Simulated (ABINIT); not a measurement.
# WS2 (Tungstenite): G0W0 with ABINIT, start to end, part 2 of 3

How does a plane-wave GW calculation on WS2 (Tungstenite) run from the first input to the gap?

ABINIT 10.8.3; PBE and many-body steps on it, plane waves. Known limits of the many-body steps: short of the basis limit; no spin-orbit coupling; coarse k mesh.

So far. Step 2 (Ground state): The gap is indirect, with the least direct gap 0.86 eV higher.

### 3. Bands along the symmetry lines

Level of this step: DFT, PBE, plane waves, norm-conserving pseudopotentials (ABINIT).

Levels along a band path, at the cheap level, show where the edges lie and whether the meshes to come will hold them.

The input, run.abi:

```
acell 3*1.0 Angstrom
rprim 
  3.153199999992 0.000000000002 0.000000000000
  -1.576599999998 2.730751303206 0.000000000000
  0.000000000000 0.000000000000 12.323000000000
ntypat 2
znucl 74 16
natom 6
typat 1 1 2 2 2 2
xred 
  0.333333333333 0.666666666667 0.250000000000
  0.666666666667 0.333333333333 0.750000000000
  0.333333333333 0.666666666667 0.622500000000
  0.666666666667 0.333333333333 0.122500000000
  0.333333333333 0.666666666667 0.877500000000
  0.666666666667 0.333333333333 0.377500000000
pp_dirpath "pseudos"
pseudos "W.upf, S.upf"
ecut 31
iscf -2
irdden 1
kptopt 0
nkpt 75
kpt 
  0.00000000 0.00000000 0.00000000
  0.06250000 0.00000000 0.00000000
  0.12500000 0.00000000 0.00000000
  0.18750000 0.00000000 0.00000000
  0.25000000 0.00000000 0.00000000
  0.31250000 0.00000000 0.00000000
  0.37500000 0.00000000 0.00000000
  0.43750000 0.00000000 0.00000000
  0.50000000 0.00000000 0.00000000
  0.47916667 0.04166667 0.00000000
  0.45833333 0.08333333 0.00000000
  0.43750000 0.12500000 0.00000000
  0.41666666 0.16666666 0.00000000
  0.39583333 0.20833333 0.00000000
  0.37500000 0.25000000 0.00000000
  0.35416666 0.29166666 0.00000000
  0.33333333 0.33333333 0.00000000
  0.29166666 0.29166666 0.00000000
  0.25000000 0.25000000 0.00000000
  0.20833333 0.20833333 0.00000000
  0.16666666 0.16666666 0.00000000
  0.12500000 0.12500000 0.00000000
  0.08333333 0.08333333 0.00000000
  0.04166667 0.04166667 0.00000000
  0.00000000 0.00000000 0.00000000
  0.00000000 0.00000000 0.06250000
  0.00000000 0.00000000 0.12500000
  0.00000000 0.00000000 0.18750000
  0.00000000 0.00000000 0.25000000
  0.00000000 0.00000000 0.31250000
  0.00000000 0.00000000 0.37500000
  0.00000000 0.00000000 0.43750000
  0.00000000 0.00000000 0.50000000
  0.06250000 0.00000000 0.50000000
  0.12500000 0.00000000 0.50000000
  0.18750000 0.00000000 0.50000000
  0.25000000 0.00000000 0.50000000
  0.31250000 0.00000000 0.50000000
  0.37500000 0.00000000 0.50000000
  0.43750000 0.00000000 0.50000000
  0.50000000 0.00000000 0.50000000
  0.47916667 0.04166667 0.50000000
  0.45833333 0.08333333 0.50000000
  0.43750000 0.12500000 0.50000000
  0.41666666 0.16666666 0.50000000
  0.39583333 0.20833333 0.50000000
  0.37500000 0.25000000 0.50000000
  0.35416666 0.29166666 0.50000000
  0.33333333 0.33333333 0.50000000
  0.29166666 0.29166666 0.50000000
  0.25000000 0.25000000 0.50000000
  0.20833333 0.20833333 0.50000000
  0.16666666 0.16666666 0.50000000
  0.12500000 0.12500000 0.50000000
  0.08333333 0.08333333 0.50000000
  0.04166667 0.04166667 0.50000000
  0.00000000 0.00000000 0.50000000
  0.50000000 0.00000000 0.50000000
  0.50000000 0.00000000 0.43750000
  0.50000000 0.00000000 0.37500000
  0.50000000 0.00000000 0.31250000
  0.50000000 0.00000000 0.25000000
  0.50000000 0.00000000 0.18750000
  0.50000000 0.00000000 0.12500000
  0.50000000 0.00000000 0.06250000
  0.50000000 -0.00000000 0.00000000
  0.33333333 0.33333333 0.50000000
  0.33333333 0.33333333 0.43750000
  0.33333333 0.33333333 0.37500000
  0.33333333 0.33333333 0.31250000
  0.33333333 0.33333333 0.25000000
  0.33333333 0.33333333 0.18750000
  0.33333333 0.33333333 0.12500000
  0.33333333 0.33333333 0.06250000
  0.33333333 0.33333333 0.00000000
istwfk *1
nband 38
nbdbuf 7
tolwfr 1e-07
nstep 50
prtwf 0
prtvol 0
indata_prefix "in"
outdata_prefix "out"
tmpdata_prefix "tmp"
```

On the command line:

```console
$ OMP_NUM_THREADS=1 mpirun -n 4 abinit run.abi > log
```

The log of the run:

```text
.Version 10.8.3 of ABINIT. v10.8.2 released Aug 2026.

 Symmetries : space group P6_3/m m c (#194); Bravais hP (primitive hexag.)
[... echo of the input left out ...]
== DATASET  1 ==================================================================
-   mpi_nproc: 4, omp_nthreads: 1 (-1 if OMP is not activated)

--- !DatasetInfo
iteration_state: {dtset: 1, }
dimensions: {natom: 6, nkpt: 75, mband: 38, nsppol: 1, nspinor: 1, nspden: 1, mpw: 5986, }
cutoff_energies: {ecut:  31.0, pawecutdg:  -1.0, }
electrons: {nelect:   5.20000000E+01, charge:   0.00000000E+00, occopt:   1.00000000E+00, tsmear:   1.00000000E-02, }

 Real(R)+Recip(G) space primitive vectors, cartesian coordinates (Bohr,Bohr^-1):
 R(1)=  5.9586844  0.0000000  0.0000000  G(1)=  0.1678223  0.0968922  0.0000000
 R(2)= -2.9793422  5.1603721  0.0000000  G(2)=  0.0000000  0.1937845  0.0000000
 R(3)=  0.0000000  0.0000000 23.2870950  G(3)=  0.0000000  0.0000000  0.0429422
 Unit cell volume ucvol=  7.1605555E+02 bohr^3
 Angles (23,13,12)=  9.00000000E+01  9.00000000E+01  1.20000000E+02 degrees

 getcut: wavevector=  0.0000  0.0000  0.0000  ngfft=  30  30 120
         ecut(hartree)=     31.000   => boxcut(ratio)=   2.01023

--- Pseudopotential description ------------------------------------------------
- W Generated using ONCVPSP code by D. R. Hamann
- 74.00000  14.00000  171031                  znucl, zion, pspdat
12 -101130 3 -1 1396                          pspcod,pspxc,lmax,lloc,mmax
     nproj     2     2     2     2
  pspatm : epsatm=   11.70739509
         --- l  ekb(1:nproj) -->
             0   12.992056    1.844411
             1    9.080024    1.409692
             2    4.470007    0.514403
[...]
pspatm: atomic psp has been read  and splines computed

- S Generated using ONCVPSP code by D. R. Hamann
- 16.00000   6.00000  171031                  znucl, zion, pspdat
12 -101130 2 -1 1146                          pspcod,pspxc,lmax,lloc,mmax
     nproj     2     2     2     0
  pspatm : epsatm=    9.01821529
         --- l  ekb(1:nproj) -->
[...]
pspatm: atomic psp has been read  and splines computed

--------------------------------------------------------------------------------

================================================================================
 prteigrs : about to open file out_EIG
 Non-SCF case, kpt    1 (  0.00000  0.00000  0.00000), residuals and eigenvalues=
  4.08E-08  3.88E-08  3.47E-08  4.30E-08  3.17E-08  9.18E-08  2.03E-08  3.89E-08
  4.32E-08  5.67E-08  3.13E-08  5.43E-08  6.73E-08  5.54E-08  3.04E-08  3.11E-08
  8.83E-08  6.69E-08  9.41E-08  3.48E-08  5.90E-08  4.23E-08  6.10E-08  5.57E-08
[...]
4.30E-08  5.40E-08  5.16E-08  5.54E-08  5.85E-04  1.72E-04
 -2.3929E+00 -2.3929E+00 -1.0796E+00 -1.0796E+00 -1.0726E+00 -1.0726E+00
 -1.0726E+00 -1.0726E+00 -2.2539E-01 -2.1688E-01 -1.6868E-01 -1.5256E-01
[...]
5.7955E-01  6.2709E-01
 Non-SCF case, kpt   75 (  0.33333  0.33333  0.00000), residuals and eigenvalues=
[...]
5.7926E-01  6.2782E-01

--- !ResultsGS
iteration_state: {dtset: 1, }
comment   : Summary of ground state results
lattice_vectors:
- [  5.9586844,   0.0000000,   0.0000000, ]
- [ -2.9793422,   5.1603721,   0.0000000, ]
- [  0.0000000,   0.0000000,  23.2870950, ]
lattice_lengths: [   5.95868,    5.95868,   23.28710, ]
lattice_angles: [ 90.000,  90.000, 120.000, ] # degrees, (23, 13, 12)
lattice_volume:   7.1605555E+02
convergence: {deltae:  0.000E+00, res2:  0.000E+00, residm:  9.996E-08, diffor:  0.000E+00, }
etotal    :  -1.96029590E+02
entropy   :   0.00000000E+00
fermie    :   3.49444803E-01
cartesian_stress_tensor: null
pressure_GPa: null
xred      :
- [  3.3333E-01,   6.6667E-01,   2.5000E-01,  W]
- [  6.6667E-01,   3.3333E-01,   7.5000E-01,  W]
- [  3.3333E-01,   6.6667E-01,   6.2250E-01,  S]
- [  6.6667E-01,   3.3333E-01,   1.2250E-01,  S]
- [  3.3333E-01,   6.6667E-01,   8.7750E-01,  S]
- [  6.6667E-01,   3.3333E-01,   3.7750E-01,  S]
cartesian_forces: null
force_length_stats: {min: null, max: null, mean: null, }

 Integrated electronic density in atomic spheres:
 ------------------------------------------------
 Atom  Sphere_radius  Integrated_density
[...]
================================================================================

 ----iterations are completed or convergence reached----

 Mean square residual over all n,k,spin=   51.877E-09; max=  99.957E-09
 reduced coordinates (array xred) for    6 atoms
[...]
0.333333      0.666667      0.877500
       0.666667      0.333333      0.377500

 cartesian coordinates (angstrom) at end:
    1     -1.33e-12     1.820501     3.080750
    2      1.576600     0.910250     9.242250
    3     -1.33e-12     1.820501     7.671068
    4      1.576600     0.910250     1.509567
    5     -1.33e-12     1.820501    10.813432
    6      1.576600     0.910250     4.651933
 length scales=  1.889726  1.889726  1.889726 bohr
              =  1.000000  1.000000  1.000000 angstroms
 prteigrs : about to open file out_EIG
 Eigenvalues (hartree) for nkpt=  75  k points:
 kpt#   1, nband= 38, wtk=  1.00000, kpt=  0.0000  0.0000  0.0000 (reduced coord)
[...]
kpt#   2, nband= 38, wtk=  1.00000, kpt=  0.0625  0.0000  0.0000 (reduced coord)
[...]
kpt#   3, nband= 38, wtk=  1.00000, kpt=  0.1250  0.0000  0.0000 (reduced coord)
[...]
kpt#  74, nband= 38, wtk=  1.00000, kpt=  0.3333  0.3333  0.0625 (reduced coord)
[...]
0.53357    0.53357    0.55922    0.57955    0.57955    0.62709
 kpt#  75, nband= 38, wtk=  1.00000, kpt=  0.3333  0.3333  0.0000 (reduced coord)
[...]
0.15349    0.16268    0.18215    0.18215    0.19731    0.19731    0.24151    0.24151
   0.32228    0.32990    0.39740    0.39740    0.42491    0.47004    0.47237    0.47237
   0.53381    0.53381    0.55844    0.57926    0.57926    0.62782

== END DATASET(S) ==============================================================
================================================================================

 -outvars: echo values of variables after computation  --------
            nband          38
             nkpt          75
          spgroup         194
 [... the other variables as echoed above ...]

 Calculation completed.
```

The job ended after 80 s (4 MPI ranks of Arm Neoverse V1, shared host; peak memory 0.53 GiB).

This step gave:

```yaml
gap: 0.9807 eV
k_of_the_valence_top: 0, 0, 0
k_of_the_conduction_bottom: 0.1667, 0.1667, 0
least_direct_gap: 1.837 eV
```

The gap is 0.981 eV, as in the run before at this level.

Electronic bands along the path, in eV, zero at the top of the highest filled band:

```csv
point,band 23,band 24,band 25,band 26,band 27,band 28,band 29,band 30
Γ,-2.19,-1.52,-1.22,0.00,2.31,2.31,2.32,2.32
halfway,-2.57,-1.88,-1.62,-1.48,1.35,1.85,2.08,2.30
M,-1.97,-1.76,-1.71,-1.53,2.33,2.38,2.61,2.91
halfway,-3.01,-2.62,-1.21,-0.96,1.96,2.06,2.69,2.91
K,-2.94,-2.94,-0.74,-0.53,1.31,1.31,2.05,3.28
halfway,-2.11,-1.85,-1.53,-1.50,0.98,1.83,2.08,2.19
Γ,-2.19,-1.52,-1.22,0.00,2.31,2.31,2.32,2.32
halfway,-2.20,-2.13,-0.74,-0.08,2.31,2.31,2.31,2.31
A,-2.21,-2.21,-0.32,-0.32,2.30,2.30,2.30,2.30
halfway,-2.36,-2.36,-1.51,-1.51,1.77,1.77,1.96,1.96
L,-1.87,-1.87,-1.60,-1.60,2.35,2.35,2.78,2.78
halfway,-2.88,-2.88,-1.07,-1.07,2.01,2.01,2.86,2.86
H,-3.11,-3.11,-0.65,-0.65,1.31,1.31,2.58,2.58
halfway,-2.04,-2.04,-1.51,-1.51,1.38,1.38,2.22,2.22
A,-2.21,-2.21,-0.32,-0.32,2.30,2.30,2.30,2.30
jump to L,-1.87,-1.87,-1.60,-1.60,2.35,2.35,2.78,2.78
halfway,-1.94,-1.79,-1.67,-1.55,2.34,2.37,2.67,2.88
M,-1.97,-1.76,-1.71,-1.53,2.33,2.38,2.61,2.91
jump to H,-3.11,-3.11,-0.65,-0.65,1.31,1.31,2.58,2.58
halfway,-3.01,-3.01,-0.71,-0.57,1.31,1.31,2.20,3.04
K,-2.94,-2.94,-0.74,-0.53,1.31,1.31,2.05,3.28
```

### 4. Empty states on the mesh, 3×3×1 mesh, 1100 bands

The sums over transitions need many empty states on a uniform mesh; this step solves for them.

The input, run.abi:

```
acell 3*1.0 Angstrom
rprim 
  3.153199999992 0.000000000002 0.000000000000
  -1.576599999998 2.730751303206 0.000000000000
  0.000000000000 0.000000000000 12.323000000000
ntypat 2
znucl 74 16
natom 6
typat 1 1 2 2 2 2
xred 
  0.333333333333 0.666666666667 0.250000000000
  0.666666666667 0.333333333333 0.750000000000
  0.333333333333 0.666666666667 0.622500000000
  0.666666666667 0.333333333333 0.122500000000
  0.333333333333 0.666666666667 0.877500000000
  0.666666666667 0.333333333333 0.377500000000
pp_dirpath "pseudos"
pseudos "W.upf, S.upf"
ecut 31
ngkpt 3 3 1
nshiftk 1
shiftk 0 0 0
kptopt 1
chksymbreak 0
iscf -2
irdden 1
istwfk *1
nband 1100
nbdbuf 100
tolwfr 1e-09
nstep 60
prtvol 0
indata_prefix "in"
outdata_prefix "out"
tmpdata_prefix "tmp"
```

On the command line:

```console
$ OMP_NUM_THREADS=1 mpirun -n 3 abinit run.abi > log
```

The log of the run:

```text
.Version 10.8.3 of ABINIT. v10.8.2 released Aug 2026.

 Symmetries : space group P6_3/m m c (#194); Bravais hP (primitive hexag.)
[... echo of the input left out ...]
== DATASET  1 ==================================================================
-   mpi_nproc: 3, omp_nthreads: 1 (-1 if OMP is not activated)

--- !DatasetInfo
iteration_state: {dtset: 1, }
dimensions: {natom: 6, nkpt: 3, mband: 1100, nsppol: 1, nspinor: 1, nspden: 1, mpw: 5917, }
cutoff_energies: {ecut:  31.0, pawecutdg:  -1.0, }
electrons: {nelect:   5.20000000E+01, charge:   0.00000000E+00, occopt:   1.00000000E+00, tsmear:   1.00000000E-02, }

 Real(R)+Recip(G) space primitive vectors, cartesian coordinates (Bohr,Bohr^-1):
 R(1)=  5.9586844  0.0000000  0.0000000  G(1)=  0.1678223  0.0968922  0.0000000
 R(2)= -2.9793422  5.1603721  0.0000000  G(2)=  0.0000000  0.1937845  0.0000000
 R(3)=  0.0000000  0.0000000 23.2870950  G(3)=  0.0000000  0.0000000  0.0429422
 Unit cell volume ucvol=  7.1605555E+02 bohr^3
 Angles (23,13,12)=  9.00000000E+01  9.00000000E+01  1.20000000E+02 degrees

 getcut: wavevector=  0.0000  0.0000  0.0000  ngfft=  30  30 120
         ecut(hartree)=     31.000   => boxcut(ratio)=   2.01023

--- Pseudopotential description ------------------------------------------------
- W Generated using ONCVPSP code by D. R. Hamann
- 74.00000  14.00000  171031                  znucl, zion, pspdat
12 -101130 3 -1 1396                          pspcod,pspxc,lmax,lloc,mmax
     nproj     2     2     2     2
  pspatm : epsatm=   11.70739509
         --- l  ekb(1:nproj) -->
             0   12.992056    1.844411
             1    9.080024    1.409692
             2    4.470007    0.514403
[...]
pspatm: atomic psp has been read  and splines computed

- S Generated using ONCVPSP code by D. R. Hamann
- 16.00000   6.00000  171031                  znucl, zion, pspdat
12 -101130 2 -1 1146                          pspcod,pspxc,lmax,lloc,mmax
     nproj     2     2     2     0
  pspatm : epsatm=    9.01821529
         --- l  ekb(1:nproj) -->
[...]
pspatm: atomic psp has been read  and splines computed

--------------------------------------------------------------------------------

================================================================================
 prteigrs : about to open file out_EIG
 Non-SCF case, kpt    1 (  0.00000  0.00000  0.00000), residuals and eigenvalues=
  7.97E-11  6.67E-11  1.43E-10  1.23E-10  1.85E-10  1.62E-10  1.68E-10  1.73E-10
  6.29E-10  7.84E-10  7.55E-10  8.42E-10  1.11E-11  1.91E-11  9.07E-10  2.92E-11
  2.58E-11  2.86E-11  2.64E-11  1.76E-11  1.95E-11  3.41E-11  2.25E-11  6.69E-10
[...]
1.63E-03  2.06E-03  1.79E-03  3.73E-03
 -2.3929E+00 -2.3929E+00 -1.0796E+00 -1.0796E+00 -1.0726E+00 -1.0726E+00
 -1.0726E+00 -1.0726E+00 -2.2539E-01 -2.1688E-01 -1.6868E-01 -1.5256E-01
  6.8428E-02  1.0714E-01  2.0801E-01  2.2170E-01  2.2170E-01  2.2222E-01
[...]
9.6238E+00  9.6245E+00  9.6359E+00  9.6369E+00  9.6373E+00  9.6458E+00
  9.6558E+00  9.6590E+00  9.6665E+00  9.6694E+00  9.6736E+00  9.6794E+00
  9.6850E+00  9.6944E+00
 prteigrs : prtvol=0 or 1, do not print more k-points.

--- !ResultsGS
iteration_state: {dtset: 1, }
comment   : Summary of ground state results
lattice_vectors:
- [  5.9586844,   0.0000000,   0.0000000, ]
- [ -2.9793422,   5.1603721,   0.0000000, ]
- [  0.0000000,   0.0000000,  23.2870950, ]
lattice_lengths: [   5.95868,    5.95868,   23.28710, ]
lattice_angles: [ 90.000,  90.000, 120.000, ] # degrees, (23, 13, 12)
lattice_volume:   7.1605555E+02
convergence: {deltae:  0.000E+00, res2:  0.000E+00, residm:  9.919E-10, diffor:  0.000E+00, }
etotal    :  -1.96029590E+02
entropy   :   0.00000000E+00
fermie    :   3.49444803E-01
cartesian_stress_tensor: null
pressure_GPa: null
xred      :
- [  3.3333E-01,   6.6667E-01,   2.5000E-01,  W]
- [  6.6667E-01,   3.3333E-01,   7.5000E-01,  W]
- [  3.3333E-01,   6.6667E-01,   6.2250E-01,  S]
- [  6.6667E-01,   3.3333E-01,   1.2250E-01,  S]
- [  3.3333E-01,   6.6667E-01,   8.7750E-01,  S]
- [  6.6667E-01,   3.3333E-01,   3.7750E-01,  S]
cartesian_forces: null
force_length_stats: {min: null, max: null, mean: null, }

 Integrated electronic density in atomic spheres:
 ------------------------------------------------
 Atom  Sphere_radius  Integrated_density
[...]
================================================================================

 ----iterations are completed or convergence reached----

 Mean square residual over all n,k,spin=   34.870E-11; max=  99.187E-11
 reduced coordinates (array xred) for    6 atoms
[...]
0.333333      0.666667      0.877500
       0.666667      0.333333      0.377500

 cartesian coordinates (angstrom) at end:
    1     -1.33e-12     1.820501     3.080750
    2      1.576600     0.910250     9.242250
[...]
6      1.576600     0.910250     4.651933
 length scales=  1.889726  1.889726  1.889726 bohr
              =  1.000000  1.000000  1.000000 angstroms
 prteigrs : about to open file out_EIG
 Eigenvalues (hartree) for nkpt=   3  k points:
 kpt#   1, nband=  1100, wtk=  0.11111, kpt=  0.0000  0.0000  0.0000 (reduced coord)
[...]
9.60003    9.60038    9.60874    9.61292    9.62129    9.62208    9.62379    9.62453
   9.63589    9.63686    9.63731    9.64579    9.65579    9.65905    9.66652    9.66943
   9.67362    9.67941    9.68496    9.69442
 prteigrs : prtvol=0 or 1, do not print more k-points.

== END DATASET(S) ==============================================================
================================================================================

 -outvars: echo values of variables after computation  --------
            nband        1100
             nkpt           3
          spgroup         194
 [... the other variables as echoed above ...]

 Calculation completed.
```

Run time: 21 min. Hardware: 3 MPI ranks; peak memory 0.8 GiB.

Numbers from this step:

* gap: 1.305 eV
* k of the valence top: 0, 0, 0
* k of the conduction bottom: 0.3333, 0.3333, 0
* least direct gap: 1.837 eV
* k points computed: 3
* lowest point of the top converged band, above the valence top: 235.5393 eV

On this mesh the gap is 1.305 eV. The earlier step found 0.981 eV, so this mesh misses an edge.

(Part 2 of 3 ends here.)

[Long decimals in the printed logs are rounded to 6 places.]

[Logs are printed without paths, hosts, clocks, repeated set-up lines and the standing remarks that a program may print on its own settings, such as how far it seeks lower states.]

[Paths, hosts, dates, memory and timing lines, banners, echoed tables and standing remarks are left out of the program output; an Ansatz launch command may be rebuilt from the run's recorded settings. Measured values are a selection of at most five: reports struck by readers or far from the other reports are left out. None is set beside runs whose start may be inverted or whose files or cutoffs have a known fault.]

[Runs of the session that timed out or met a known fault of the program may be left out.]

[Hosts, paths, dates, database ids (printed as entryN), source tags and the programs' standing remarks are cut or masked in the printed files.]

[G0W0 gaps are taken among the corrected bands and points alone; a level outside them can change the order at an edge.]

[Where Ansatz stands beside ABINIT at settings called matched, ABINIT's density can come from a denser mesh and the files from another edition; pairs whose starting gaps differed by over 0.03 eV were left out, so agreement reads better than it is.]
